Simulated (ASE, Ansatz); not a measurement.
# (17,0) 1T-TaS2 nanotube (102 atoms): support functions against a reference

Aim: test how closely localised support functions follow the reference on (17,0) 1T-TaS2 nanotube (102 atoms), and at what cost. A setting counts as converged where the r.m.s. difference of forces stays under 1 % of the r.m.s. force.

Program: Ansatz 0.2.0. Level of theory: Kohn-Sham DFT, PBE+D4, PAW (set soft_2), plane waves. Values are calculated unless marked as measured.

### Step 1. The structure

The cell holds 102 atoms: 34 Ta and 68 S. Cell: a = 30.242 Å, b = 30.151 Å, c = 5.820 Å, α = 90.0°, β = 90.0°, γ = 90.0°. It derives from TaS2 (1T-TaS2). 1T-TaS2 sheet (a = 3.36 Å) rolled into a (17,0) tube of diameter 18.18 Å, 1 period, 9 Å of vacuum; not relaxed, displaced by a Gaussian of 0.02 Å. Vacuum lies along a and b. The structure repeats along c.

Before any run, some limits are plain. The cell is under 6 Å thick along one periodic direction, so every atom has periodic images of itself close by, which move with it and show among its neighbours and in g(r). Beside vacuum, support functions can miss their usual error bounds without a warning. Sampling is at Γ alone, for a cell whose periodic width is 6 Å. Spin–orbit coupling is left out, which matters for the levels of the heavy elements.

### Step 2. Plane-wave single point

This run is the reference for what follows, at a cutoff of 420 eV.

Input file input.yaml:

```yaml
crystal:
  lattice:
    - [30.24186, 0.0, 0.0]
    - [0.0, 30.15125, 0.0]
    - [0.0, 0.0, 5.81969]
  atoms:
    - { symbol: Ta, position: [0.80112, 0.50063, 0.00343] }
    - { symbol: S, position: [0.85183, 0.5008, 0.33383] }
    - { symbol: S, position: [0.74525, 0.54536, 0.1615] }
    - { symbol: Ta, position: [0.78121, 0.60794, 0.0093] }
    - { symbol: S, position: [0.82589, 0.62796, 0.33164] }
    - { symbol: S, position: [0.712, 0.63294, 0.16806] }
    - { symbol: Ta, position: [0.7963, 0.55563, 0.48702] }
    - { symbol: S, position: [0.84486, 0.56447, 0.83955] }
    - { symbol: S, position: [0.73351, 0.5907, 0.66057] }
    - { symbol: Ta, position: [0.72202, 0.70261, 0.99594] }
    - { symbol: S, position: [0.76034, 0.73734, 0.33264] }
    - { symbol: S, position: [0.64964, 0.69932, 0.16802] }
    - { symbol: Ta, position: [0.75555, 0.65833, 0.49402] }
    - { symbol: S, position: [0.79876, 0.68652, 0.83203] }
    - { symbol: S, position: [0.68436, 0.66974, 0.66449] }
    - { symbol: Ta, position: [0.63363, 0.77088, 0.00266] }
    - { symbol: S, position: [0.65715, 0.815, 0.33567] }
    - { symbol: S, position: [0.56948, 0.73975, 0.16654] }
    - { symbol: Ta, position: [0.68151, 0.7398, 0.50251] }
    - { symbol: S, position: [0.71251, 0.78027, 0.83211] }
    - { symbol: S, position: [0.61087, 0.72505, 0.66602] }
    - { symbol: Ta, position: [0.52909, 0.8009, 0.99962] }
    - { symbol: S, position: [0.53114, 0.85061, 0.32797] }
    - { symbol: S, position: [0.47577, 0.74919, 0.16421] }
    - { symbol: Ta, position: [0.58191, 0.79002, 0.49959] }
    - { symbol: S, position: [0.59613, 0.839, 0.83614] }
    - { symbol: S, position: [0.52397, 0.75043, 0.66688] }
    - { symbol: Ta, position: [0.41777, 0.78883, 0.00353] }
    - { symbol: S, position: [0.40497, 0.8376, 0.32966] }
    - { symbol: S, position: [0.38891, 0.72468, 0.16293] }
    - { symbol: Ta, position: [0.4723, 0.80101, 0.49985] }
    - { symbol: S, position: [0.46669, 0.85096, 0.83376] }
    - { symbol: S, position: [0.43126, 0.74196, 0.66265] }
    - { symbol: Ta, position: [0.31797, 0.73987, 0.99865] }
    - { symbol: S, position: [0.28998, 0.78128, 0.33491] }
    - { symbol: S, position: [0.31465, 0.66874, 0.16967] }
    - { symbol: Ta, position: [0.3659, 0.77011, 0.50185] }
    - { symbol: S, position: [0.34392, 0.81409, 0.83933] }
    - { symbol: S, position: [0.34912, 0.69773, 0.66223] }
    - { symbol: Ta, position: [0.24464, 0.65939, 0.9983] }
    - { symbol: S, position: [0.20073, 0.68521, 0.33089] }
    - { symbol: S, position: [0.26746, 0.58986, 0.17153] }
    - { symbol: Ta, position: [0.27783, 0.70273, 0.49904] }
    - { symbol: S, position: [0.23971, 0.73809, 0.83233] }
    - { symbol: S, position: [0.28717, 0.63144, 0.66926] }
    - { symbol: Ta, position: [0.20462, 0.55517, 0.00262] }
    - { symbol: S, position: [0.15568, 0.5648, 0.33585] }
    - { symbol: S, position: [0.24991, 0.49927, 0.16965] }
    - { symbol: Ta, position: [0.22007, 0.60817, 0.50086] }
    - { symbol: S, position: [0.17236, 0.62713, 0.83053] }
    - { symbol: S, position: [0.25448, 0.54685, 0.66481] }
    - { symbol: Ta, position: [0.20617, 0.44369, 0.00732] }
    - { symbol: S, position: [0.1548, 0.43508, 0.33747] }
    - { symbol: S, position: [0.26721, 0.41033, 0.16962] }
    - { symbol: Ta, position: [0.19954, 0.49903, 0.49818] }
    - { symbol: S, position: [0.14748, 0.50035, 0.83282] }
    - { symbol: S, position: [0.25371, 0.45328, 0.66132] }
    - { symbol: Ta, position: [0.24422, 0.34182, 0.00511] }
    - { symbol: S, position: [0.20198, 0.31544, 0.33576] }
    - { symbol: S, position: [0.3146, 0.33203, 0.16403] }
    - { symbol: Ta, position: [0.22002, 0.39127, 0.50124] }
    - { symbol: S, position: [0.17125, 0.37338, 0.83557] }
    - { symbol: S, position: [0.28766, 0.36834, 0.66219] }
    - { symbol: Ta, position: [0.31932, 0.25972, 0.00853] }
    - { symbol: S, position: [0.28857, 0.21934, 0.33896] }
    - { symbol: S, position: [0.38878, 0.27464, 0.16462] }
    - { symbol: Ta, position: [0.278, 0.297, 0.49983] }
    - { symbol: S, position: [0.24003, 0.26128, 0.82886] }
    - { symbol: S, position: [0.34945, 0.3, 0.66322] }
    - { symbol: Ta, position: [0.41798, 0.20912, 0.00511] }
    - { symbol: S, position: [0.40276, 0.16079, 0.3312] }
    - { symbol: S, position: [0.47577, 0.25055, 0.16366] }
    - { symbol: Ta, position: [0.36558, 0.23014, 0.49683] }
    - { symbol: S, position: [0.34404, 0.18506, 0.8351] }
    - { symbol: S, position: [0.4314, 0.25752, 0.66754] }
    - { symbol: Ta, position: [0.52795, 0.19904, 0.00739] }
    - { symbol: S, position: [0.53255, 0.14907, 0.32816] }
    - { symbol: S, position: [0.56815, 0.25882, 0.16208] }
    [... 18 atom lines left out ...]
    - { symbol: Ta, position: [0.75584, 0.34112, 0.50337] }
    - { symbol: S, position: [0.79881, 0.31479, 0.83379] }
    - { symbol: S, position: [0.73345, 0.40931, 0.6679] }
    - { symbol: Ta, position: [0.7959, 0.44509, 0.49663] }
    - { symbol: S, position: [0.84448, 0.43457, 0.84078] }
    - { symbol: S, position: [0.7503, 0.49996, 0.67115] }
kpoints:
  mp_grid: { grid: [1, 1, 1] }
hamiltonian:
  xc: pbe
  dispersion: d4
scf:
  occupations: { method: gaussian, width: 0.05 }
output:
  forces: true
  populations: true
  dos:
    method: { smearing: { sigma: 0.15 } }
    de: 0.1
    projected: { site_lists: { S: [S], Ta: [Ta] } }
  eigenvalues: true
  write_density: true
  write_potential: true
  volumetric_format: npy
```

Run with:

```
$ ansatz run input.yaml --threads 8 --pin off --max-ram 15872MiB --backend cpu --events-out ev --progress --plain --runs-dir out
```

The log of the run:

```text
Engine: ansatz 0.2.0, aarch64-unknown-linux-gnu
Pseudopotentials: kind: paw
Pseudopotential: Ta, paw, valence charge 13, recommended cutoff 420 eV (normal), Ta.paw.azcp
Pseudopotential: S, paw, valence charge 6, recommended cutoff 420 eV (normal), S.paw.azcp
[... 5 lines on functional and potentials left out ...]
Crystal: 102 atoms, lattice volume = 5306.567 Å³
Basis set: ecut = 420 eV, 103771 PW (Γ), exchange–correlation on 432×432×80 points (8 copies of the dense FFT grid, shifted against one another)
Bands: 527, of which v1, the nominal top of the filled ones, is band 425 counted from 1 (424 counted from 0)
Symmetry: 1 space group operations
Space group: P1 (ITA 1), of the structure as read, at distance tolerance 1.7e-4 Å
k-points: 1
[... 5 lines on functional and potentials left out ...]
Initial density: superposition of atomic densities (neutral atoms: chi_scale 0, normalization atom), corrected by the library's trained network
Initial wavefunctions: pseudopotential atomic-orbital guess
Functional: x = pbe(κ = 0.804, μ = 0.219515), c = pbe(β = 0.066725)
SCF iter   1: F=—  HF=-399137.814829 eV  |F-HF|=—  |Δ(HF+E_count)|=         —  Δρ=5.11e-3  dr2=4.44e0  ethr=1.77e-3  ⟨swp⟩=8.0  Hψ=2406  notcnv=0  defer=3
preconditioner: auto → LDOS  [metal: Δε(μ)=0.007 eV  Ē_g=7.842 eV  σ=0.050 eV  W_gap=0.07  n_scr=718 (ndim 8)  ℏωp=12.3 eV  f_vac=0.597  D(μ)=207.31/eV (n_scr^D=1720)  β→1.0]
SCF iter   2: F=—  HF=-399137.508391 eV  |F-HF|=—  |Δ(HF+E_count)|=   3.06e-1  Δρ=2.67e-3  dr2=7.52e-1  ethr=5.23e-4  ⟨swp⟩=3.0  Hψ=911  notcnv=0  defer=73
SCF iter   3: F=—  HF=-399137.488984 eV  |F-HF|=—  |Δ(HF+E_count)|=   1.94e-2  Δρ=1.70e-3  dr2=3.55e-1  ethr=8.84e-5  ⟨swp⟩=2.0  Hψ=695  notcnv=0  defer=73
SCF iter   4: F=—  HF=-399137.464697 eV  |F-HF|=—  |Δ(HF+E_count)|=   2.43e-2  Δρ=1.09e-3  dr2=1.67e-1  ethr=4.18e-5  ⟨swp⟩=3.0  Hψ=751  notcnv=0  defer=73
SCF iter   5: F=—  HF=-399137.453336 eV  |F-HF|=—  |Δ(HF+E_count)|=   1.14e-2  Δρ=6.58e-4  dr2=5.07e-2  ethr=1.96e-5  ⟨swp⟩=3.0  Hψ=694  notcnv=0  defer=73
SCF iter   6: F=—  HF=-399137.449067 eV  |F-HF|=—  |Δ(HF+E_count)|=   4.27e-3  Δρ=2.98e-4  dr2=1.38e-2  ethr=5.96e-6  ⟨swp⟩=2.0  Hψ=575  notcnv=0  defer=73
SCF iter   7: F=—  HF=-399137.448664 eV  |F-HF|=—  |Δ(HF+E_count)|=   4.03e-4  Δρ=1.50e-4  dr2=4.21e-3  ethr=1.62e-6  ⟨swp⟩=2.0  Hψ=674  notcnv=0  defer=73
SCF iter   8: F=—  HF=-399137.448610 eV  |F-HF|=—  |Δ(HF+E_count)|=   5.32e-5  Δρ=1.00e-4  dr2=1.96e-3  ethr=4.95e-7  ⟨swp⟩=2.0  Hψ=680  notcnv=0  defer=73
SCF iter   9: F=—  HF=-399137.448598 eV  |F-HF|=—  |Δ(HF+E_count)|=   1.25e-5  Δρ=7.30e-5  dr2=1.08e-3  ethr=2.30e-7  ⟨swp⟩=2.0  Hψ=455  notcnv=0  defer=73
SCF iter  10: F=—  HF=-399137.448595 eV  |F-HF|=—  |Δ(HF+E_count)|=   2.91e-6  Δρ=4.28e-5  dr2=3.11e-4  ethr=1.27e-7  ⟨swp⟩=2.0  Hψ=474  notcnv=0  defer=73
SCF iter  11: F=—  HF=-399137.448571 eV  |F-HF|=—  |Δ(HF+E_count)|=   2.41e-5  Δρ=2.45e-5  dr2=1.02e-4  ethr=3.66e-8  ⟨swp⟩=2.0  Hψ=455  notcnv=0  defer=73
SCF iter  12: F=—  HF=-399137.448578 eV  |F-HF|=—  |Δ(HF+E_count)|=   7.39e-6  Δρ=1.52e-5  dr2=3.81e-5  ethr=1.20e-8  ⟨swp⟩=2.0  Hψ=471  notcnv=0  defer=73
SCF iter  13: F=—  HF=-399137.451214 eV  |F-HF|=—  |Δ(HF+E_count)|=   2.64e-3  Δρ=9.37e-6  dr2=1.37e-5  ethr=4.48e-9  ⟨swp⟩=2.0  Hψ=698  notcnv=0  defer=73
SCF iter  14: F=—  HF=-399137.451215 eV  |F-HF|=—  |Δ(HF+E_count)|=   2.28e-7  Δρ=5.98e-6  dr2=5.32e-6  ethr=1.61e-9  ⟨swp⟩=2.0  Hψ=576  notcnv=0  defer=73
SCF iter  15: F=—  HF=-399137.451215 eV  |F-HF|=—  |Δ(HF+E_count)|=   5.67e-7  Δρ=4.20e-6  dr2=3.30e-6  ethr=6.26e-10  ⟨swp⟩=2.0  Hψ=466  notcnv=0  defer=73
SCF iter  16: F=—  HF=-399137.451215 eV  |F-HF|=—  |Δ(HF+E_count)|=   1.92e-7  Δρ=3.16e-6  dr2=1.41e-6  ethr=3.89e-10  ⟨swp⟩=2.0  Hψ=468  notcnv=0  defer=73
SCF iter  17: F=—  HF=-399137.451216 eV  |F-HF|=—  |Δ(HF+E_count)|=   1.63e-7  Δρ=1.87e-6  dr2=4.58e-7  ethr=1.66e-10  ⟨swp⟩=2.0  Hψ=575  notcnv=0  defer=73
SCF iter  18: F=—  HF=-399137.451216 eV  |F-HF|=—  |Δ(HF+E_count)|=   8.38e-8  Δρ=1.16e-6  dr2=2.13e-7  ethr=5.39e-11  ⟨swp⟩=2.0  Hψ=471  notcnv=0  defer=73
SCF iter  19: F=-399137.451216 eV  HF=-399137.451216 eV  |F-HF|=2.69e-8  |Δ(HF+E_count)|=   6.21e-8  Δρ=6.99e-7  dr2=9.59e-8  ethr=1.18e-11  ⟨swp⟩=30.0  Hψ=4850  notcnv=0
SCF 1 converged in 19 iterations: F = -399137.451216 eV  dr2 = 9.59e-8
  greatest PAW one-centre occupation: 0.999 electrons in one spin orbital (limit 2), on the Ta atom at site 27 (counted from 0), in its partial waves of l = 0
WARN: The output density's exchange-correlation potential varies sharply where the density is thin. Do not read a vacuum level from v_tot or v_xc, or from such a field of the output density. On a cell that repeats whose density bears no net charge and no dipole along the vacuum's axis use v_es (v_loc + v_h of the components); [...]
SCF converged after 19 iterations
Free energy (F): -399137.451216 eV
Harris-Foulkes:  -399137.451216 eV  (|F-HF|=2.69e-8)
Internal energy: -399137.150280 eV  (E = F + TS)
E sigma→0 (E₀):  -399137.300748 eV
Entropy (-TS):   -0.300936 eV (-2.950 meV/atom)
Fermi energy:    0.997738 eV
--- Per-component energies (eV) ---
  E_band       = -14733.681628
  E_kinetic    = 19813.603211
  E_local      = -430547.804054  (includes V_loc(G=0)·N_el)
  E_nonlocal   = 2436.534489
  E_hartree    = 205339.721467
  E_xc         = -14063.360214
  E_vxc        = -12924.388491  (∫ρ·V_xc dr)
  E_paw        = -326314.968339  (= ΣΔE_a)
  E_vpaw       = -4191.091268  (= ΣTr[D̂ρ^β])
  E_aug_tail   = 0.005207  (compensation charges beyond the density's cutoff)
  E_ewald      = 144224.048765
  E_disp       = -24.930812  (pairwise vdW)
  E_smearing   = -0.300936  (= −TS)
  E_closure    = -0.000000  (closes the sum)
  Σ components = -399137.451216   (vs F -399137.451216, Δ=0.00e0)
--- Forces (eV/Å), atoms counted from 1 ---
  atom   1  Ta     1.49873589    -0.14311520    -1.46875737
  atom   2  S     -0.58327935    -0.19540214     0.16756318
  atom   3  S     -0.43154765     0.14697764     0.76500481
  atom   4  Ta     0.82348083     0.65685452    -0.89176126
  atom   5  S      0.24918159    -0.14821639     0.24841987
  atom   6  S      0.01777644    -0.65229679     0.16459408
  atom   7  Ta     0.69869850     0.13315703     0.36291606
  atom   8  S     -0.52588352     0.08094579    -0.29862963
  atom   9  S     -0.03586544    -0.19078790     0.51057459
  atom  10  Ta     1.05443515     1.21918194    -0.58771109
  atom  11  S     -0.84641826    -0.54070201    -0.24107120
  atom  12  S      0.16177289     0.22477254     0.30562623
  atom  13  Ta     1.11282262     0.89935271     0.19813432
  atom  14  S     -0.71597173    -0.57584844    -0.05540432
[...]
atom 101  S     -0.48181834     0.25384323    -0.24564763
  atom 102  S      0.18943511     0.02423825     0.43454463
  max |Σ_I F_I| component: 6.93e-5 eV/Å
--- Band table (eV) ---
  k-point 0: bands = ["-67.9970", "-67.9865", "-67.9782", "-67.9724", [... 511 levels ...], "4.0389", "4.1054", "4.1307", "4.1390", "4.1541", "4.2355", "4.2548", "4.2665", "4.3001", "4.3048", "4.3486", "4.3505"]
--- Löwdin populations: 102 sites ---
  site symbol       q [e]
     0     Ta     12.4554
     1      S      6.2327
     2      S      6.0683
[...]
101      S      6.1207
  spilling = 0.008470 (of n_electrons = 850.000000)
```

Run time: 82 s. Hardware: 8 threads of Arm Neoverse V2, shared host; peak memory 6.9 GiB.

In the SCF lines HF is the Harris–Foulkes energy and dr2 the Hartree energy of the density residual, in eV; the loop may stop once dr2 is under the threshold and the program's other checks hold. Hψ counts applications of the Hamiltonian.

The program notes that the exchange-correlation potential is rough where the density is thin.

The run gave:

```
free energy                             : -399137.4512 eV
free energy per atom                    : -3913.1123 eV/atom
SCF cycles                              : 19
r.m.s. force component                  : 0.6084 eV/Å
longest force                           : 2.379 eV/Å
Fermi energy                            : 0.9977 eV
levels partly filled by over 2 per cent : 16
spilling of the projection              : 0.00847
```

Length of the force by element and coordination:

```csv
element,coordination,atoms,mean length of the force (eV/Å),spread,least,most
S,all,68,0.647,0.229,0.213,1.20
Ta,all,34,1.50,0.377,0.721,2.38
```

Löwdin charges by element and coordination (they lack the spilled electrons, 0.071 e an atom on average):

| element | coordination | atoms | mean charge (e) | spread | least | most |
| --- | --- | --- | --- | --- | --- | --- |
| S | all | 68 | -0.176 | 0.0751 | -0.294 | -0.0683 |
| Ta | all | 34 | 0.565 | 0.0118 | 0.543 | 0.586 |

Density of states as counts of states in windows of 1 eV (from the Fermi level), total and the larger projections:

```
from (eV)  to (eV)  total   S p  Ta d   S s
      -14      -13   77.6   1.6   9.4  63.1
      -13      -12   22.4   0.3   2.5  19.3
      -12       -8    0.0   0.0   0.0   0.0
       -8       -7   24.8  16.9   5.1   0.2
       -7       -6   45.3  29.1  11.2   1.8
       -6       -5   60.2  39.3  14.8   1.9
       -5       -4  101.8  64.6  31.4   2.7
       -4       -3  106.9  80.0  19.4   4.2
       -3       -2   48.2  38.4   7.4   1.0
       -2       -1   21.1  15.2   5.0   0.3
       -1        0   33.4   9.8  22.1   0.2
        0        1   76.2  23.5  49.0   0.2
        1        2   51.0  12.3  35.7   0.2
```

Between -26 and -14 eV lie 36 more states.

The levels nearest the highest filled one (over half full), pooled over k-points and spins:

| level less the highest filled one (eV) | occupation |
| --- | --- |
| -0.0332 | 1.77 |
| -0.0175 | 1.56 |
| -0.0122 | 1.46 |
| -0.0077 | 1.38 |
| -0.0037 | 1.29 |
| 0 | 1.22 |
| 0.0098 | 0.997 |
| 0.012 | 0.949 |
| 0.0216 | 0.737 |
| 0.0321 | 0.527 |
| 0.0416 | 0.367 |
| 0.07 | 0.088 |

Electrostatic potential energy in the ca plane at fractional y = 0.258, with atoms of Ta and S within 0.2 Å of it. With pseudopotentials it is smooth inside the atoms' cores, unlike the true potential.

Ten even steps from '_' (-39 eV) to '@' (6 eV), each cell a mean:
```
@@@@@@@@@@@@@@@@@@@@@@@@@@@@@@@@
@@@@@@@@@@@@@@@@@@@@@@@@@@@@@@@@
@@@@@@@@@@@@@@@@@@@@@@@@@@@@@@@@
@@@@@@@@@@@@@@@@@@@@@@@@@@@@@@@@
@@@@@@@@@@@@@@@@@@@@@@@@@@@@@@@@
@@@@%%**::....==%%@@@@@@@@@@@@@@
##%%%%%%**++++++**##%%@@@@%%%%##
%%%%%%%%%%**..______--##%%%%%%%%
==++##%%%%%%##**++++++**##%%**==
**++++++##%%@@%%##==::--**%%%%##
**::::..--##%%@@%%##****##@@@@%%
@@%%####%%@@@@@@##::....--##@@@@
**..____--##@@@@@@%%####%%@@@@@@
%%%%####%%@@@@%%**......::##%%%%
##==....++####********##%%%%@@%%
====++##%%%%**++++**##%%%%%%**==
____--##%%%%%%%%%%%%%%@@%%**::__
%%%%@@@@@@%%%%####%%%%##++====**
%%@@@@@@@@@@@@@@@@@@%%++----::++
@@@@@@@@@@@@@@@@@@@@@@@@@@@@@@@@
@@@@@@@@@@@@@@@@@@@@@@@@@@@@@@@@
@@@@@@@@@@@@@@@@@@@@@@@@@@@@@@@@
@@@@@@@@@@@@@@@@@@@@@@@@@@@@@@@@
@@@@@@@@@@@@@@@@@@@@@@@@@@@@@@@@
```
Columns run along c (5.8 Å; values clipped at the 3rd and 97th percentile), rows up along a (30.2 Å). Atoms in or near the plane, at fractional coordinates: Ta at (0.01, 0.32), S at (0.83, 0.24), S at (0.67, 0.43), S at (0.16, 0.57), S at (0.34, 0.76), Ta at (0.50, 0.68).

Valence density in the ca plane at fractional y = 0.258, with atoms of Ta and S within 0.2 Å of it. It is the smooth field of the valence electrons, not physical close to the nuclei.

Values in e/Å³, 24 rows by 16 columns, each cell a mean:
```
0.0 0.0 0.0 0.0 0.0 0.0 0.0 0.0 0.0 0.0 0.0 0.0 0.0 0.0 0.0 0.0
0.0 0.0 0.0 0.0 0.0 0.0 0.0 0.0 0.0 0.0 0.0 0.0 0.0 0.0 0.0 0.0
0.0 0.0 0.0 0.0 0.0 0.0 0.0 0.0 0.0 0.0 0.0 0.0 0.0 0.0 0.0 0.0
0.0 0.0 0.0 0.0 0.0 0.0 0.0 0.0 0.0 0.0 0.0 0.0 0.0 0.0 0.0 0.0
0.0 0.0 0.0 0.1 0.1 0.1 0.1 0.1 0.0 0.0 0.0 0.0 0.0 0.0 0.0 0.0
0.1 0.1 0.3 0.7 0.9 0.8 0.9 0.8 0.3 0.1 0.0 0.0 0.0 0.1 0.1 0.1
0.3 0.2 0.2 0.4 0.6 0.7 0.8 0.8 0.7 0.4 0.2 0.2 0.3 0.3 0.3 0.3
0.2 0.2 0.2 0.2 0.2 0.5 2.1 3.9 3.9 3.5 1.3 0.3 0.2 0.2 0.2 0.2
1.0 0.8 0.5 0.3 0.2 0.2 0.3 0.6 0.9 0.9 0.7 0.6 0.5 0.3 0.4 0.7
0.6 0.8 0.8 0.6 0.4 0.2 0.2 0.2 0.5 0.9 1.0 0.9 0.7 0.4 0.3 0.3
0.6 1.0 0.7 0.8 0.9 0.5 0.2 0.2 0.3 0.5 0.6 0.5 0.3 0.2 0.1 0.2
0.2 0.4 0.5 0.4 0.3 0.1 0.1 0.2 0.5 0.9 0.9 0.9 0.9 0.5 0.2 0.1
0.6 1.0 0.9 1.0 0.9 0.5 0.2 0.1 0.2 0.3 0.4 0.4 0.3 0.1 0.1 0.2
0.3 0.4 0.5 0.5 0.3 0.2 0.1 0.2 0.6 1.0 0.8 0.8 1.0 0.6 0.2 0.2
0.5 1.0 1.1 1.1 0.8 0.5 0.3 0.4 0.6 0.6 0.6 0.5 0.3 0.2 0.1 0.2
1.7 1.4 0.8 0.5 0.4 0.3 0.4 0.7 0.8 0.6 0.4 0.3 0.2 0.2 0.6 1.3
3.4 3.1 1.3 0.4 0.3 0.3 0.3 0.3 0.2 0.2 0.2 0.2 0.2 0.4 1.7 3.4
0.3 0.2 0.1 0.1 0.2 0.3 0.3 0.3 0.3 0.2 0.3 0.5 0.7 0.7 0.7 0.6
0.2 0.1 0.0 0.0 0.0 0.0 0.0 0.1 0.1 0.1 0.3 0.6 0.8 0.7 0.8 0.7
0.0 0.0 0.0 0.0 0.0 0.0 0.0 0.0 0.0 0.0 0.0 0.0 0.1 0.1 0.1 0.0
0.0 0.0 0.0 0.0 0.0 0.0 0.0 0.0 0.0 0.0 0.0 0.0 0.0 0.0 0.0 0.0
0.0 0.0 0.0 0.0 0.0 0.0 0.0 0.0 0.0 0.0 0.0 0.0 0.0 0.0 0.0 0.0
0.0 0.0 0.0 0.0 0.0 0.0 0.0 0.0 0.0 0.0 0.0 0.0 0.0 0.0 0.0 0.0
0.0 0.0 0.0 0.0 0.0 0.0 0.0 0.0 0.0 0.0 0.0 0.0 0.0 0.0 0.0 0.0
```
Columns run along c (5.8 Å), rows up along a (30.2 Å). Atoms in or near the plane, at fractional coordinates: Ta at (0.01, 0.32), S at (0.83, 0.24), S at (0.67, 0.43), S at (0.16, 0.57), S at (0.34, 0.76), Ta at (0.50, 0.68).

Mean Löwdin charges: S -0.18, Ta +0.56 e (they miss 0.85 % of the electrons, so they add up to more than the cell's charge). Within 0.4 eV of the Fermi level the largest share is Ta d (73 % of the projected weight).

[end of part 1 of 2]

[Long decimals in the printed logs are rounded to 6 places.]

[Logs are printed without paths, hosts, clocks, repeated set-up lines and the standing remarks that a program may print on its own settings, such as how far it seeks lower states.]

[Hosts, paths, dates, database ids (printed as entryN), source tags and the programs' standing remarks are cut or masked in the printed files.]
